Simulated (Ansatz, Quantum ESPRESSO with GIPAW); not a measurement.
# Shieldings and field gradients in AlN

Aim: the magnetic shielding tensor of every site in AlN and the field gradients at its nuclei.

Calculated with Quantum ESPRESSO with GIPAW 8.0dev (patched build); DFT, PBE, plane-wave PAW (pslibrary 1.0.0 recipes), scalar-relativistic, GIPAW; a patched development version of the program.

### Step 1. Starting point

Symmetry: P6_3mc, No. 186, hexagonal system. Conventional cell: a = 3.113 Å, b = 3.113 Å, c = 4.981 Å, α = 90.00°, β = 90.00°, γ = 120.00°. Nearest to Al lie 4 N at 1.89 to 1.90 Å. Nearest to N lie 4 Al at 1.89 to 1.90 Å. Farther neighbours and most contacts between anions are not listed.

The cell is an entry of the Crystallography Open Database; it need not be the form that is stable at ambient conditions.

This structure had its atoms relaxed beforehand (DFT, PBE, plane-wave PAW (pslibrary 1.0.0 recipes), Quantum ESPRESSO with GIPAW), starting from the database entry, since shieldings follow bond lengths closely.

### Step 2. Ground state

First the ground state. The response equations take the occupied wavefunctions as exact, so conv_thr is set much tighter than for an energy. No empty states are asked for: the response is solved without them. The mesh has a spacing of 0.32 Å⁻¹ at most. The PAW files were made with ld1.x from the pslibrary 1.0.0 recipes, with GIPAW reconstruction switched on.

scf.in reads:

```
&control
  calculation = 'scf'
  prefix = 'x'
  outdir = './tmp/'
  pseudo_dir = './'
/
&system
  ibrav = 0
  nat = 4
  ntyp = 2
  ecutwfc = 55
  ecutrho = 340
  nbnd = 8
/
&electrons
  conv_thr = 1.0d-10
  mixing_beta = 0.7
  electron_maxstep = 100
/
ATOMIC_SPECIES
  Al 26.982 Al.pbe-n-kjpaw_psl.1.0.0-gipaw.UPF
  N 14.007 N.pbe-n-kjpaw_psl.1.0.0-gipaw.UPF
CELL_PARAMETERS angstrom
  3.11300000 0.00000000 0.00000000
  -1.55650000 2.69593708 0.00000000
  0.00000000 0.00000000 4.98100000
ATOMIC_POSITIONS crystal
  Al 0.66666667 0.33333333 0.49900228
  Al 0.33333333 0.66666667 -0.00099772
  N 0.66666667 0.33333333 0.88099772
  N 0.33333333 0.66666667 0.38099772
K_POINTS automatic
  8 8 4 0 0 0
```

Launch:

```
> mpirun -np 4 pw.x -nk 4 -in scf.in > scf.out
```

The log of the run:

```text
using ibrav=0 with symmetry is DISCOURAGED, use correct ibrav instead

     bravais-lattice index     =            0
     lattice parameter (alat)  =       5.8827  a.u.
     unit-cell volume          =     282.0993 (a.u.)^3
     number of atoms/cell      =            4
     number of atomic types    =            2
     number of electrons       =        16.00
     number of Kohn-Sham states=            8
     kinetic-energy cutoff     =      55.0000  Ry
     charge density cutoff     =     340.0000  Ry
     scf convergence threshold =      1.0E-10
     mixing beta               =       0.7000
     number of iterations used =            8  plain     mixing
     Exchange-correlation= SLA-PW-PBX-PBC
                           (   1   4   3   4   0   0   0)
[...]
Al                3.00    26.98200     Al( 1.00)
     N                 5.00    14.00700     N ( 1.00)

     12 Sym. Ops. (no inversion) found ( 6 have fractional translation)
[...]
number of k points=    30
[...]
Dense  grid:    29911 G-vectors     FFT dimensions: (  36,  36,  60)

     Smooth grid:    15489 G-vectors     FFT dimensions: (  27,  27,  48)

     Check: negative core charge=   -0.000002

     Initial potential from superposition of free atoms

     starting charge      15.9954, renormalised to      16.0000
     Starting wfcs are   16 randomized atomic wfcs

     Self-consistent Calculation

     iteration #  1     ecut=    55.00 Ry     beta= 0.70
     Davidson diagonalization with overlap
     ethr =  1.00E-02,  avg # of iterations =  2.0

     total energy              =    -135.31368312 Ry
     estimated scf accuracy    <       1.22254530 Ry

     iteration #  2     ecut=    55.00 Ry     beta= 0.70
     Davidson diagonalization with overlap
     ethr =  7.64E-03,  avg # of iterations =  2.1

     total energy              =    -135.72854263 Ry
     estimated scf accuracy    <       0.79521897 Ry

     iteration #  3     ecut=    55.00 Ry     beta= 0.70
     Davidson diagonalization with overlap
     ethr =  4.97E-03,  avg # of iterations =  2.0

     total energy              =    -135.83849242 Ry
     estimated scf accuracy    <       0.01516533 Ry

[...]
total energy              =    -135.85042531 Ry
[...]
iteration # 15     ecut=    55.00 Ry     beta= 0.70
     Davidson diagonalization with overlap
     ethr =  1.75E-10,  avg # of iterations =  1.0

     total energy              =    -135.85042531 Ry
     estimated scf accuracy    <       0.00000001 Ry

     iteration # 16     ecut=    55.00 Ry     beta= 0.70
     Davidson diagonalization with overlap
     ethr =  8.02E-11,  avg # of iterations =  2.7

     End of self-consistent calculation
     [one-electron energies left out]

!    total energy              =    -135.85042531 Ry
     total all-electron energy =     -1190.733564 Ry
     estimated scf accuracy    <          9.9E-11 Ry

     The total energy is the sum of the following terms:
     one-electron contribution =      -1.31201460 Ry
     hartree contribution      =      11.40859657 Ry
     xc contribution           =     -17.14205569 Ry
     ewald contribution        =     -43.48687732 Ry
     one-center paw contrib.   =     -85.31807426 Ry

     convergence has been achieved in  16 iterations
[...]
JOB DONE.
```

The job ended after 7.3 s (4 MPI ranks of Arm Neoverse V2, shared host; peak memory 0.54 GiB).

It converged in 16 cycles to an estimated accuracy of 1e-10 Ry, on 30 irreducible k-points.

### Step 3. Magnetic response

A uniform field breaks periodicity, so gipaw.x applies it as a wave of small q and takes the limit. It solves for the first-order states, builds the induced current and gets the field at each nucleus by Biot–Savart; the PAW spheres add what the smooth waves miss near the nuclei. pawproj makes the reconstruction use the PAW data sets' own projectors.

nmr.in reads:

```
&inputgipaw
  job = 'nmr'
  prefix = 'x'
  tmp_dir = './tmp/'
  restart_mode = 'from_scratch'
  verbosity = 'low'
  q_gipaw = 0.01
  spline_ps = .true.
  conv_threshold = 1.0d-11
  use_nmr_macroscopic_shape = .false.
  pawproj(1) = .true.
  pawproj(2) = .true.
/
```

Launch:

```
> mpirun -np 4 gipaw.x -in nmr.in > nmr.out
```

The log of the run:

```text
[banner, memory and clock lines left out]
[a note of our patched build left out]

     Parallelizing q-star over 1 images

     IMPORTANT: XC functional enforced from input :
     Exchange-correlation= PBE
                           (   1   4   3   4   0   0   0)
     Any further DFT definition will be discarded
     Please, verify this is what you really want

     Check: negative core charge=   -0.000002
[...]
WARNING: some symmetry operations do not permute x, y and z, so the susceptibility and the shape term are
     wrong: all shieldings move alike (in wurtzite BN nosym gave 13 and 6 ppm more at 3 and 6 points an axis).
     Run pw.x with nosym, and raise the mesh until the susceptibility stays

     alpha_pv=     30.4026 eV

     spline_ps is .false., expect some extrapolation errors

     q-space interpolation up to    66.00 Rydberg

     GIPAW job: nmr
     NMR macroscopic correction: no
[...]
Computing the magnetic susceptibility     isolve=0    ethr=  0.1000E-10
     Starting from scratch
     k-point #    1 of    30      pool #  1    cpu time:       0.5
[...]
End of magnetic susceptibility calculation

     f-sum rule (1st term):
           -15.7203          0.0000          0.0000
             0.0000        -15.7203         -0.0000
            -0.0000          0.0000        -15.7145

     f-sum rule (2nd term):
            -0.2338          0.0000         -0.0000
            -0.0000         -0.2338          0.0000
             0.0000          0.0000         -0.2354

     f-sum rule (should be   -15.9495):
           -15.9540          0.0000         -0.0000
             0.0000        -15.9540         -0.0000
            -0.0000          0.0000        -15.9499

[... susceptibilities left out ...]
     Contributions to the NMR chemical shifts: -------------------------------

     Macroscopic shape contribution in ppm:                    0.00
             0.0000          0.0000          0.0000
             0.0000          0.0000          0.0000
             0.0000          0.0000          0.0000

     Core contribution in ppm:

     Atom  1  Al  pos: (  0.500000  0.288675  0.798436)  core sigma:         766.76
     Atom  2  Al  pos: ( -0.000000  0.577350 -0.001596)  core sigma:         766.76
     Atom  3  N   pos: (  0.500000  0.288675  1.409653)  core sigma:         235.78
     Atom  4  N   pos: ( -0.000000  0.577350  0.609621)  core sigma:         235.78

     Bare contribution in ppm:

     Atom  1  Al  pos: (  0.500000  0.288675  0.798436)  bare sigma:         -20.68
[...]
Atom  2  Al  pos: ( -0.000000  0.577350 -0.001596)  bare sigma:         -20.68
[...]
Atom  3  N   pos: (  0.500000  0.288675  1.409653)  bare sigma:           6.16
[...]
Atom  4  N   pos: ( -0.000000  0.577350  0.609621)  bare sigma:           6.16
[...]
Diamagnetic contribution in ppm:

     Atom  1  Al  pos: (  0.500000  0.288675  0.798436)  dia sigma:           2.50
[...]
Atom  2  Al  pos: ( -0.000000  0.577350 -0.001596)  dia sigma:           2.50
[...]
Atom  3  N   pos: (  0.500000  0.288675  1.409653)  dia sigma:           6.68
[...]
Atom  4  N   pos: ( -0.000000  0.577350  0.609621)  dia sigma:           6.68
[...]
Paramagnetic contribution in ppm:

     Atom  1  Al  pos: (  0.500000  0.288675  0.798436)  para sigma:        -305.64
[...]
Atom  2  Al  pos: ( -0.000000  0.577350 -0.001596)  para sigma:        -305.64
[...]
Atom  3  N   pos: (  0.500000  0.288675  1.409653)  para sigma:         -79.98
[...]
Atom  4  N   pos: ( -0.000000  0.577350  0.609621)  para sigma:         -79.98
[...]
Paramagnetic US occ-occ contribution in ppm:

     Atom  1  Al  pos: (  0.500000  0.288675  0.798436)  para_oo sigma:          -1.50
[...]
Atom  2  Al  pos: ( -0.000000  0.577350 -0.001596)  para_oo sigma:          -1.50
[...]
Atom  3  N   pos: (  0.500000  0.288675  1.409653)  para_oo sigma:          -0.51
[...]
Atom  4  N   pos: ( -0.000000  0.577350  0.609621)  para_oo sigma:          -0.51
[...]
Paramagnetic US L_R Q_R contribution in ppm:

     Atom  1  Al  pos: (  0.500000  0.288675  0.798436)  para_lq sigma:           1.73
[...]
Atom  2  Al  pos: ( -0.000000  0.577350 -0.001596)  para_lq sigma:           1.73
[...]
Atom  3  N   pos: (  0.500000  0.288675  1.409653)  para_lq sigma:         -51.40
[...]
Atom  4  N   pos: ( -0.000000  0.577350  0.609621)  para_lq sigma:         -51.40
[...]
Total NMR chemical shifts in ppm: ---------------------------------------
     (adopting the Simpson convention for anisotropy and asymmetry)-----------

     Atom  1  Al  pos: (  0.500000  0.288675  0.798436)  Total sigma:         443.17
           448.7752          0.0000         -0.0000
             0.0000        448.7752          0.0000
            -0.0000          0.0000        431.9633

     Al      1    anisotropy:    -16.81    eta:    0.0000
[...]
Atom  2  Al  pos: ( -0.000000  0.577350 -0.001596)  Total sigma:         443.17
[... its tensor is left out ...]
     Atom  3  N   pos: (  0.500000  0.288675  1.409653)  Total sigma:         116.72
           113.5472         -0.0000         -0.0000
            -0.0000        113.5472          0.0000
            -0.0000          0.0000        123.0639

     N       3    anisotropy:      9.52    eta:    0.0000
[...]
Atom  4  N   pos: ( -0.000000  0.577350  0.609621)  Total sigma:         116.72
[... its tensor is left out ...]
```

Elapsed: 42 s, on 4 MPI ranks; peak memory 0.27 GiB.

The f-sum rule is met to 0.0045 of 15.9 (0.03 %). Converged shieldings require that this miss be small, but a small miss does not prove them. gipaw.x warns that with these symmetry operations the susceptibility and the shape term are unreliable; the other terms are not touched.

From the symmetric part of each tensor, with principal values σ11 ≤ σ22 ≤ σ33: σ_iso is their mean, the span is σ33 − σ11 and the skew 3(σ_iso − σ22)/span. (gipaw.x prints an anisotropy in another convention.)

```csv
site,atom no.,atoms in cell,σ_iso (ppm),span (ppm),skew
Al,1,2,443.2,16.8,-1.00
N,3,2,116.7,9.5,1.00
```

The macroscopic shape term is switched off. For a spherical sample the valence susceptibility of this run would add about 7 ppm to every site, a rough estimate, since the susceptibility converges slowly and lacks part of the PAW terms, above all in hexagonal and trigonal cells. Differences within the crystal don't depend on it, but shieldings of different compounds can't be compared to better than a few ppm without it.

An axis of order three or more runs through Al and N, so two principal values coincide and the skew is ±1. In this run the largest span is that of Al (site symmetry 3m), with principal values 432.0, 448.8 and 448.8 ppm.

How the isotropic values are made up (ppm). The core part is that of the free atom's core; bare is the current of the smooth valence states; the last two are what the PAW spheres add to the diamagnetic and the paramagnetic current:

```
site   core   bare  reconstruction, dia  reconstruction, para
  Al  766.8  -20.7                  2.5                -305.4
   N  235.8    6.2                  6.7                -131.9
```

### Step 4. Quadrupolar couplings

27Al and 14N have a quadrupole moment, which couples to the field gradient and broadens the lines. The gradient is a property of the ground-state density and needs no response; it is taken from a second code that counts the whole PAW charge. C_Q = eQV_zz/h, with Q = 0.1466 barn for 27Al, 0.02044 barn for 14N.

This step: DFT, PBE, plane-wave PAW, default files (PAW set soft_2), scalar-relativistic, field gradients (Ansatz 0.2.0), on the same atoms.

input.yaml reads:

```yaml
crystal:
  lattice:
    - [3.113, 0.0, 0.0]
    - [-1.5565, 2.695937082, 0.0]
    - [0.0, 0.0, 4.981]
  atoms:
    - { symbol: Al, position: [0.66666667, 0.33333333, 0.4990022811] }
    - { symbol: Al, position: [0.33333333, 0.66666667, -0.0009977189] }
    - { symbol: "N", position: [0.66666667, 0.33333333, 0.8809977189] }
    - { symbol: "N", position: [0.33333333, 0.66666667, 0.3809977189] }
kpoints:
  mp_grid: { grid: [8, 8, 4] }
scf:
  occupations: { method: fixed }
hamiltonian:
  xc: pbe
  pseudopotentials: { kind: paw, frozen_core: stored }
output:
  forces: false
  stress: false
  efg: { quadrupole_moments_barn: { Al: 0.1466, "N": 0.02044 } }
```

Launch:

```
> ansatz run input.yaml --threads 4 --pin off --max-ram 8192MiB --backend cpu --events-out ev --progress --plain --runs-dir out
```

The log of the run:

```text
[... set-up, SCF cycles and energies left out ...]
--- PAW observables at the nuclei: V_zz in 10²¹ V/m², potentials from the cell's mean, atoms counted from 1 ---
  atom   1  Al V_zz =    +0.460294   η = 0.0000   by run symmetry: allowed   C_q = +1.6316 MHz
  atom   2  Al V_zz =    +0.460294   η = 0.0000   by run symmetry: allowed   C_q = +1.6316 MHz
  atom   3  N  V_zz =    -0.019899   η = 0.0000   by run symmetry: allowed   C_q = -0.0098 MHz
  atom   4  N  V_zz =    -0.019899   η = 0.0000   by run symmetry: allowed   C_q = -0.0098 MHz
[the lines on potentials at the nuclei are left out]
```

The job ended after 0.41 s (4 threads; peak memory 0.28 GiB; 1.2 s of CPU time).

Among nuclei of half-integer spin the second-order effect is largest for 27Al on Al (spin 5/2, C_Q 1.63 MHz): at 9.4 T it moves the centre of gravity of the MAS line by -1.5 ppm from δ_iso, and by a quarter of that at twice the field, by δ_Q = −(3/40)(C_Q/ν0)²(1 + η²/3)[I(I+1) − 3/4]/[I²(2I−1)²] × 10⁶ ppm with ν0 = 104.4 MHz.

### Step 5. From shieldings to shifts

Covalently bonded atoms count as neighbours within 1.18 times the sum of their radii. Otherwise a cation's neighbours lie within 1.2 times its shortest bond (1.3 for large cations, each anion's radius taken off where they differ), and an anion's are the cations that count it.

```csv
site,atom no.,atoms in cell,surroundings,bonds (Å),σ_iso (ppm),C_Q (MHz),η_Q
Al,1,2,AlN4,1.89 to 1.90,443.2,1.63,0.00
N,3,2,bound to Al4,1.89 to 1.90,116.7,-0.01,0.00
```

(Part 1 of 2 ends here.)

[Banner, clock, file and message-heading lines were taken out of the pw.x and gipaw.x logs.]

[Logs are printed without paths, hosts, clocks, repeated set-up lines and the standing remarks that a program may print on its own settings, such as how far it seeks lower states.]

[Hosts, paths, dates, database ids (printed as entryN), source tags and the programs' standing remarks are cut or masked in the printed files.]

[Where no reference line passes its bar on scatter, no shift is given, so a measured shift of this compound may stand uncompared.]
